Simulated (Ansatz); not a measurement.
# Se on Al(111): change of the work function

Wanted: Δφ(θ) for Se/Al(111), starting from the fcc site.

Main program and level: Ansatz 0.2.0; plane-wave DFT, PBE, Ansatz PAW.

### Step 1. The structure

The cell holds 4 atoms: 4 Al. Cell: a = 2.864 Å, b = 2.864 Å, c = 25.015 Å, α = 90.0°, β = 90.0°, γ = 60.0°. Vacuum lies along c.

### Step 2. The clean slab

The bare slab comes first, as the zero from which every change is counted. The two lowest layers are held at bulk places and the upper ones relax. The dipole correction removes the false field that a one-sided slab makes across the periodic vacuum, so each face gets a flat vacuum level of its own.

input.yaml reads:

```yaml
crystal:
  lattice:
    - [2.8637824638, 0.0, 0.0]
    - [1.4318912319, 2.4801083646, 0.0]
    - [0.0, 0.0, 25.0148057707]
  atoms:
    - { symbol: Al, position: [0.0, 0.0, 0.3597869231] }
    - { symbol: Al, position: [0.3333333333, 0.3333333333, 0.4532623077] }
    - { symbol: Al, position: [0.6666666667, 0.6666666667, 0.5467376923] }
    - { symbol: Al, position: [0.0, 0.0, 0.6402130769] }
kpoints:
  mp_grid: { grid: [12, 12, 1] }
hamiltonian:
  xc: pbe
scf:
  occupations: { method: fermi_dirac, width: 0.1 }
  convergence: { dr2_threshold: 1.0e-08 }
efield:
  axis: 3
  dipole_correction: true
  ramp_position: 0.97
  ramp_width: 0.06
relax:
  f_tol: 0.02
  max_steps: 60
  constraints: [{ sites: [0, 1] }]
output:
  write_potential: true
  write_density: true
  volumetric_format: npy
```

Command:

```bash
ansatz run input.yaml --threads 2 --pin off --max-ram 4096MiB --backend cpu --events-out ev --progress --plain --runs-dir out
```

Numbers of over 12 decimals in the logs are rounded to 6 here.

Log:

```text
Engine: ansatz 0.2.0, aarch64-unknown-linux-gnu
Pseudopotentials: kind: paw
Pseudopotential: Al, paw, valence charge 3, recommended cutoff 420 eV (normal), Al.paw.azcp
Functional definition: PBE
  parameter kappa = 0.804
  parameter beta = 0.066725
  exchange = pbe_x(kappa = kappa, mu = beta*pi^2/3)
  correlation = pbe_c(beta = beta)
Crystal: 4 atoms, lattice volume = 177.667 Å³
Basis set: ecut = 420 eV, 3467 PW (Γ), exchange–correlation on 40×40×360 points (8 copies of the dense FFT grid, shifted against one another)
Bands: 10, of which v1, the nominal top of the filled ones, is band 6 counted from 1 (5 counted from 0)
Symmetry: 6 space group operations
k-points: 19 of 144 (time reversal used)
Non-local potential: Al, projectors of the file, l = 0: 2, l = 1: 2, l = 2: 1
PAW form: soft (Blöchl's): semilocal exchange-correlation on the pseudo side does not see the compensation charge
PAW one-centre angular grid: Al, 110 points (default); XC on 64 Gauss nodes
Initial density: superposition of atomic densities (neutral atoms: chi_scale 0, normalization atom), corrected by the library's trained network
Initial wavefunctions: pseudopotential atomic-orbital guess
Functional: x = pbe(κ = 0.804, μ = 0.219515), c = pbe(β = 0.066725)
SCF iter   1: F=—  HF=-2149.281065 eV  |F-HF|=—  |Δ(HF+E_count)|=         —  Δρ=1.37e-3  dr2=4.13e-2  ethr=1.77e-3  p=-0.000 e·Å  D=-1.79e-14 V/Å  ΔV_dip=0.00 eV  dr2_dipole=1.23e-6  V_vac-E_F(+/−)=3.96/3.96 eV  ⟨swp⟩=8.2  Hψ=1709  notcnv=0
efield: sawtooth ramp at fractional position 0.9700 (set: `efield.ramp_position`, or a place that a band, a saddle search or an elastic batch's reference lends), width 0.0600; the density the first Hamiltonian is built on has a dipole p = -0.000 e·Å; the dipole correction subtracts the counter field D = -1.79e-14 V/Å, which shifts the + side's vacuum level by +0.00 eV against the − side's; the planar-averaged density in the ramp window peaks in size at 6.8e-6 e/Å³
preconditioner: auto → LDOS  [metal: Δε(μ)=0.035 eV  Ē_g=6.481 eV  σ=0.100 eV  W_gap=0.09  n_scr=12 (ndim 8)  ℏωp=9.7 eV  f_vac=0.517  D(μ)=1.93/eV (n_scr^D=10)  β→1.0]
SCF iter   2: F=—  HF=-2149.278663 eV  |F-HF|=—  |Δ(HF+E_count)|=   2.40e-3  Δρ=4.15e-4  dr2=5.50e-4  ethr=3.44e-4  p=-0.000 e·Å  D=-2.16e-5 V/Å  ΔV_dip=0.00 eV  dr2_dipole=9.75e-7  V_vac-E_F(+/−)=4.05/4.05 eV  ⟨swp⟩=1.4  Hψ=364  notcnv=0
SCF iter   3: F=—  HF=-2149.278781 eV  |F-HF|=—  |Δ(HF+E_count)|=   1.18e-4  Δρ=1.46e-4  dr2=1.74e-4  ethr=4.59e-6  p=-0.000 e·Å  D=-1.14e-5 V/Å  ΔV_dip=0.00 eV  dr2_dipole=2.68e-9  V_vac-E_F(+/−)=4.05/4.05 eV  ⟨swp⟩=2.3  Hψ=349  notcnv=0
SCF iter   4: F=—  HF=-2149.278775 eV  |F-HF|=—  |Δ(HF+E_count)|=   6.25e-6  Δρ=2.72e-5  dr2=6.01e-6  ethr=1.45e-6  p=-0.000 e·Å  D=-4.98e-6 V/Å  ΔV_dip=0.00 eV  dr2_dipole=2.20e-9  V_vac-E_F(+/−)=4.05/4.05 eV  ⟨swp⟩=2.6  Hψ=311  notcnv=0
SCF iter   5: F=—  HF=-2149.278723 eV  |F-HF|=—  |Δ(HF+E_count)|=   5.25e-5  Δρ=8.22e-6  dr2=2.22e-7  ethr=5.01e-8  p=-0.000 e·Å  D=-2.02e-6 V/Å  ΔV_dip=0.00 eV  dr2_dipole=6.48e-11  V_vac-E_F(+/−)=4.05/4.05 eV  ⟨swp⟩=2.3  Hψ=315  notcnv=0
SCF iter   6: F=—  HF=-2149.278723 eV  |F-HF|=—  |Δ(HF+E_count)|=   3.20e-7  Δρ=1.90e-6  dr2=2.67e-8  ethr=1.85e-9  p=-0.000 e·Å  D=-6.66e-7 V/Å  ΔV_dip=0.00 eV  dr2_dipole=4.13e-15  V_vac-E_F(+/−)=4.05/4.05 eV  ⟨swp⟩=2.4  Hψ=314  notcnv=0
SCF iter   7: F=-2149.278723 eV  HF=-2149.278723 eV  |F-HF|=4.15e-9  |Δ(HF+E_count)|=   1.70e-8  Δρ=3.92e-7  dr2=9.37e-10  ethr=8.33e-11  p=-0.000 e·Å  D=-7.30e-8 V/Å  ΔV_dip=0.00 eV  dr2_dipole=1.46e-13  V_vac-E_F(+/−)=4.05/4.05 eV  ⟨swp⟩=9.1  Hψ=1233  notcnv=0
SCF 1 converged in 7 iterations: F = -2149.278723 eV  dr2 = 9.37e-10
  greatest PAW one-centre occupation: 0.462 electrons in one spin orbital (limit 2), on the Al atom at site 0 (counted from 0), in its partial waves of l = 0
relax step   1: F+E_penalty+E_count = -2149.27872285 eV  Δ(F+E_penalty+E_count) = +0.000e0 eV  max|allowed force component| = 1.320e-1 eV/Å  Δτ_max = 0.0000 Å  (7 SCF iters, accepted)
Initial density: handed on by an earlier stage of this run
Initial wavefunctions: those handed on with the density
iter 1 solved again at ethr=3.27e-4 eV; its pass at ethr=3.10e-3 eV (dr2=3.92e-2 eV) is discarded
SCF iter   1: F=—  HF=-2149.285072 eV  |F-HF|=—  |Δ(HF+E_count)|=         —  Δρ=1.34e-3  dr2=3.83e-2  ethr=3.27e-4  p=-0.000 e·Å  D=-7.52e-8 V/Å  ΔV_dip=0.00 eV  dr2_dipole=4.72e-3  V_vac-E_F(+/−)=4.05/4.05 eV  ⟨swp⟩=1.2  Hψ=1170  notcnv=0
efield: sawtooth ramp at fractional position 0.9700 (set: `efield.ramp_position`, or a place that a band, a saddle search or an elastic batch's reference lends), width 0.0600; the density the first Hamiltonian is built on has a dipole p = -0.000 e·Å; the dipole correction subtracts the counter field D = -7.52e-8 V/Å, which shifts the + side's vacuum level by +0.00 eV against the − side's; the planar-averaged density in the ramp window peaks in size at 1.7e-7 e/Å³
preconditioner: auto → LDOS  [metal: Δε(μ)=0.063 eV  Ē_g=6.503 eV  σ=0.100 eV  W_gap=0.15  n_scr=12 (ndim 8)  ℏωp=9.7 eV  f_vac=0.521  D(μ)=1.95/eV (n_scr^D=10)  β→1.0]
SCF iter   2: F=—  HF=-2149.281980 eV  |F-HF|=—  |Δ(HF+E_count)|=   3.09e-3  Δρ=4.25e-4  dr2=1.25e-3  ethr=3.19e-4  p=0.000 e·Å  D=1.82e-7 V/Å  ΔV_dip=-0.00 eV  dr2_dipole=2.59e-4  V_vac-E_F(+/−)=4.03/4.03 eV  ⟨swp⟩=2.1  Hψ=258  notcnv=0
SCF iter   3: F=—  HF=-2149.281849 eV  |F-HF|=—  |Δ(HF+E_count)|=   1.31e-4  Δρ=1.92e-4  dr2=2.96e-4  ethr=1.04e-5  p=0.000 e·Å  D=6.48e-5 V/Å  ΔV_dip=-0.00 eV  dr2_dipole=1.61e-6  V_vac-E_F(+/−)=4.02/4.02 eV  ⟨swp⟩=2.4  Hψ=337  notcnv=0
SCF iter   4: F=—  HF=-2149.281822 eV  |F-HF|=—  |Δ(HF+E_count)|=   2.67e-5  Δρ=2.12e-5  dr2=3.32e-6  ethr=2.46e-6  p=0.000 e·Å  D=8.41e-5 V/Å  ΔV_dip=-0.00 eV  dr2_dipole=8.88e-8  V_vac-E_F(+/−)=4.02/4.02 eV  ⟨swp⟩=2.3  Hψ=272  notcnv=0
SCF iter   5: F=—  HF=-2149.281817 eV  |F-HF|=—  |Δ(HF+E_count)|=   5.30e-6  Δρ=7.09e-6  dr2=1.97e-7  ethr=2.77e-8  p=0.000 e·Å  D=7.28e-5 V/Å  ΔV_dip=-0.00 eV  dr2_dipole=1.99e-8  V_vac-E_F(+/−)=4.02/4.02 eV  ⟨swp⟩=2.4  Hψ=343  notcnv=0
SCF iter   6: F=—  HF=-2149.281817 eV  |F-HF|=—  |Δ(HF+E_count)|=   1.41e-7  Δρ=1.36e-6  dr2=1.11e-8  ethr=1.64e-9  p=0.000 e·Å  D=6.54e-5 V/Å  ΔV_dip=-0.00 eV  dr2_dipole=2.37e-11  V_vac-E_F(+/−)=4.02/4.02 eV  ⟨swp⟩=2.5  Hψ=297  notcnv=0
SCF iter   7: F=-2149.281817 eV  HF=-2149.281817 eV  |F-HF|=2.26e-9  |Δ(HF+E_count)|=   5.33e-9  Δρ=3.42e-7  dr2=9.00e-10  ethr=8.33e-11  p=0.000 e·Å  D=6.31e-5 V/Å  ΔV_dip=-0.00 eV  dr2_dipole=5.33e-14  V_vac-E_F(+/−)=4.02/4.02 eV  ⟨swp⟩=9.1  Hψ=1236  notcnv=0
SCF 2 converged in 7 iterations: F = -2149.281817 eV  dr2 = 9.00e-10
  greatest PAW one-centre occupation: 0.463 electrons in one spin orbital (limit 2), on the Al atom at site 3 (counted from 0), in its partial waves of l = 0
relax step   2: F+E_penalty+E_count = -2149.28181683 eV  Δ(F+E_penalty+E_count) = -3.094e-3 eV  max|allowed force component| = 5.697e-2 eV/Å  Δτ_max = 0.0619 Å  (7 SCF iters, accepted)
SCF iter   1: F=—  HF=-2149.282212 eV  |F-HF|=—  |Δ(HF+E_count)|=         —  Δρ=2.15e-4  dr2=1.06e-3  ethr=4.10e-5  p=0.000 e·Å  D=6.31e-5 V/Å  ΔV_dip=-0.00 eV  dr2_dipole=1.83e-4  V_vac-E_F(+/−)=4.02/4.02 eV  ⟨swp⟩=2.3  Hψ=665  notcnv=0
efield: sawtooth ramp at fractional position 0.9700 (set: `efield.ramp_position`, or a place that a band, a saddle search or an elastic batch's reference lends), width 0.0600; the density the first Hamiltonian is built on has a dipole p = 0.000 e·Å; the dipole correction subtracts the counter field D = 6.31e-5 V/Å, which shifts the + side's vacuum level by -0.00 eV against the − side's; the planar-averaged density in the ramp window peaks in size at 5.2e-8 e/Å³
preconditioner: auto → LDOS  [metal: Δε(μ)=0.068 eV  Ē_g=6.492 eV  σ=0.100 eV  W_gap=0.16  n_scr=12 (ndim 8)  ℏωp=9.7 eV  f_vac=0.520  D(μ)=1.91/eV (n_scr^D=10)  β→1.0]
SCF iter   2: F=—  HF=-2149.282106 eV  |F-HF|=—  |Δ(HF+E_count)|=   1.05e-4  Δρ=1.28e-4  dr2=8.40e-5  ethr=8.82e-6  p=0.000 e·Å  D=7.97e-5 V/Å  ΔV_dip=-0.00 eV  dr2_dipole=8.18e-7  V_vac-E_F(+/−)=4.02/4.02 eV  ⟨swp⟩=1.6  Hψ=363  notcnv=0
SCF iter   3: F=—  HF=-2149.282096 eV  |F-HF|=—  |Δ(HF+E_count)|=   1.06e-5  Δρ=2.29e-5  dr2=9.96e-6  ethr=7.00e-7  p=-0.000 e·Å  D=-1.38e-5 V/Å  ΔV_dip=0.00 eV  dr2_dipole=1.95e-6  V_vac-E_F(+/−)=4.02/4.02 eV  ⟨swp⟩=2.7  Hψ=381  notcnv=0
SCF iter   4: F=—  HF=-2149.282096 eV  |F-HF|=—  |Δ(HF+E_count)|=   1.92e-7  Δρ=5.61e-6  dr2=6.74e-7  ethr=8.30e-8  p=-0.000 e·Å  D=-3.55e-5 V/Å  ΔV_dip=0.00 eV  dr2_dipole=1.17e-7  V_vac-E_F(+/−)=4.02/4.02 eV  ⟨swp⟩=1.4  Hψ=224  notcnv=0
SCF iter   5: F=-2149.282096 eV  HF=-2149.282096 eV  |F-HF|=7.79e-9  |Δ(HF+E_count)|=   4.76e-8  Δρ=9.72e-7  dr2=3.57e-9  ethr=8.33e-11  p=-0.000 e·Å  D=-4.17e-5 V/Å  ΔV_dip=0.00 eV  dr2_dipole=4.91e-10  V_vac-E_F(+/−)=4.02/4.02 eV  ⟨swp⟩=8.5  Hψ=1456  notcnv=0
SCF 3 converged in 5 iterations: F = -2149.282096 eV  dr2 = 3.57e-9
  greatest PAW one-centre occupation: 0.463 electrons in one spin orbital (limit 2), on the Al atom at site 0 (counted from 0), in its partial waves of l = 0
relax step   3: F+E_penalty+E_count = -2149.28209604 eV  Δ(F+E_penalty+E_count) = -2.792e-4 eV  max|allowed force component| = 2.389e-3 eV/Å  Δτ_max = 0.0093 Å  (5 SCF iters, accepted)
NSCF: frozen V_eff on 19 k-points
the band table was solved once a step of the walk had ended and its energy, with any forces and stress, was formed, with the checks that follow a solve (2035 applications of the Hamiltonian). They found nothing against the state; the energy, forces and stress were not computed again (output.eigenvalues in the input reference)
WARN: The input density's exchange-correlation potential varies sharply where the density is thin. Do not read a vacuum level from v_tot or v_xc, or from such a field of the output density. On a cell that repeats whose density bears no net charge and no dipole along the vacuum's axis use v_es (v_loc + v_h of the components); under efield.dipole_correction with no amplitude use v_es + v_field, which holds any external [...]
SCF converged after 5 iterations
Free energy (F): -2149.282096 eV
Harris-Foulkes:  -2149.282096 eV  (|F-HF|=7.79e-9)
Internal energy: -2149.219587 eV  (E = F + TS)
E sigma→0 (E₀):  -2149.250841 eV
Entropy (-TS):   -0.062509 eV (-15.627 meV/atom)
Fermi energy:    0.479266 eV
Dipole field:    D = -0.000073 V/Å  (p = -0.000072 e·Å, saw-weighted, corrected)
Work function:   Φ+ = 4.0205 eV   Φ− = 4.0187 eV
Levels:          The Fermi level and band energies are counted from a zero that moves with the ramp; work functions are not
--- Per-component energies (eV) ---
  E_band       = -44.413710
  E_kinetic    = 87.546440
  E_local      = -3014.590194  (includes V_loc(G=0)·N_el)
  E_nonlocal   = 41.703702
  E_hartree    = 1484.218628
  E_xc         = -156.809171
  E_vxc        = -112.957825  (∫ρ·V_xc dr)
  E_paw        = -1869.225999  (= ΣΔE_a)
  E_vpaw       = -14.554873  (= ΣTr[D̂ρ^β])
  E_aug_tail   = -0.000009  (compensation charges beyond the density's cutoff)
  E_efield     = 0.000000  (sawtooth field / dipole correction)
  E_vefield    = -0.000024  (∫n·V_field dr)
  E_ewald      = 1277.937017
  E_smearing   = -0.062509  (= −TS)
  E_closure    = -0.000000  (closes the sum)
  Σ components = -2149.282096   (vs F -2149.282096, Δ=0.00e0)
--- Forces (eV/Å), atoms counted from 1 ---
  atom   1  Al    -0.00000000     0.00000000     0.01001900
  atom   2  Al    -0.00000000     0.00000000    -0.01099822
  atom   3  Al     0.00000000    -0.00000000    -0.00139935
  atom   4  Al    -0.00000000    -0.00000000     0.00238930
  max |Σ_I F_I| component: 1.07e-5 eV/Å
--- Band table (eV; the first three rows and the last of 19) ---
  k-point 0: bands = ["-10.3221", "-9.2285", "-7.6200", "-5.3461", "-2.8883", "0.0394", "2.5925", "4.0136", "4.4355", "5.4494"]
  k-point 1: bands = ["-10.1555", "-9.0628", "-7.4556", "-5.1818", "-2.7320", "0.1950", "2.7478", "4.1769", "4.6017", "5.6108"]
  k-point 2: bands = ["-9.6568", "-8.5668", "-6.9634", "-4.6912", "-2.2635", "0.6555", "3.1920", "4.6420", "5.0801", "5.6506"]
  k-point 18: bands = ["-2.6054", "-2.5276", "-2.5272", "-1.6010", "-1.5972", "-1.4746", "-0.1635", "-0.1632", "0.8321", "2.3628"]
--- Relaxed structure (3 steps of the walk, 3 accepted, 0 SCFs on fresh bases) ---
  F+E_penalty+E_count = -2149.28209604 eV   max|allowed force component| = 2.389e-3 eV/Å
  atoms:
    - { symbol: Al, position: [0.0, 0.0, 0.3597869231] }
    - { symbol: Al, position: [0.333333, 0.333333, 0.453262] }
    - { symbol: Al, position: [0.666667, 0.666667, 0.544636] }
    - { symbol: Al, position: [0, 0, 0.637923] }
```

Elapsed: 5.8 s, on 2 threads of Arm Neoverse V1, shared host; peak memory 0.35 GiB.

Step by step:

| step | energy less that of the first step (eV) | largest force component (eV/Å) |
| --- | --- | --- |
| 1 | 0.0000 | 0.1320 |
| 2 | -0.0031 | 0.0570 |
| 3 | -0.0034 | 0.0024 |

Forces are held to the 6 operations that the run works with; a distortion that breaks them can't arise in this run.

The atoms that moved most (Å):

| atom | dx | dy | dz | length |
| --- | --- | --- | --- | --- |
| Al4 | 0.000 | 0.000 | -0.057 | 0.057 |
| Al3 | 0.000 | 0.000 | -0.053 | 0.053 |

The relaxed structure:

```cif
data_structure
_symmetry_space_group_name_H-M 'P 1'
_symmetry_Int_Tables_number 1
_cell_length_a 2.8638
_cell_length_b 2.8638
_cell_length_c 25.0148
_cell_angle_alpha 90.000
_cell_angle_beta 90.000
_cell_angle_gamma 60.000
_cell_volume 177.67
loop_
_atom_site_label
_atom_site_type_symbol
_atom_site_fract_x
_atom_site_fract_y
_atom_site_fract_z
_atom_site_occupancy
Al1 Al 0.00000 0.00000 0.35979 1
Al2 Al 0.33333 0.33333 0.45326 1
Al3 Al 0.66667 0.66667 0.54464 1
Al4 Al 0.00000 0.00000 0.63792 1
```

Numbers from this step:

```yaml
energy_at_zero_smearing: -2149.2508 eV
work_function_upper_face: 4.021 eV
dipole_along_the_normal: -7.20e-5 e·Å
```

Running mean over 2.338 Å of the planar mean; the ramp of the sawtooth is left out. Electron's electrostatic potential energy less the Fermi level against z:

z (Å), electron's electrostatic potential energy less the Fermi level (eV) and a bar from the least value:
```
      3.5       4.02 ##############################
      4.0       4.02 ##############################
      4.5       4.02 ##############################
      5.0       4.01 ##############################
      5.5       3.99 ##############################
      6.0       3.92 ##############################
      6.5       3.69 #############################
      7.0       2.91 ##########################
      7.5       1.00 ####################
      8.0      -1.37 ############
      8.5      -3.48 #####
      9.0      -4.40 #
      9.5      -4.56 #
     10.0      -4.58 #
     10.5      -4.60 #
     11.0      -4.61 #
     11.5      -4.65 #
     12.0      -4.78 
     12.5      -4.81 
     13.0      -4.77 
     13.5      -4.65 #
     14.0      -4.62 #
     14.5      -4.62 #
     15.0      -4.59 #
     15.5      -4.56 #
     16.0      -4.37 #
     16.5      -3.33 #####
     17.0      -1.17 ############
     17.5       1.19 ####################
     18.0       3.02 ###########################
     18.5       3.72 #############################
     19.0       3.93 ##############################
     19.5       3.99 ##############################
     20.0       4.01 ##############################
     20.5       4.02 ##############################
     21.0       4.02 ##############################
     21.5       4.02 ##############################
```

The relaxation took 3 steps and lowered the energy by 0.0034 eV; the largest force on the free atoms ends at 0.0024 eV/Å.

The work function of the upper face is 4.02 eV.

[end of part 1 of 4]

[Logs are printed without paths, hosts, clocks, repeated set-up lines and the standing remarks that a program may print on its own settings, such as how far it seeks lower states.]

[Hosts, paths, dates, database ids (printed as entryN), source tags and the programs' standing remarks are cut or masked in the printed files.]

[Maps of the electrostatic potential energy from Ansatz leave out the sawtooth potential of an applied field or a dipole correction, so their vacuum need not be flat; planar profiles and work functions include it.]
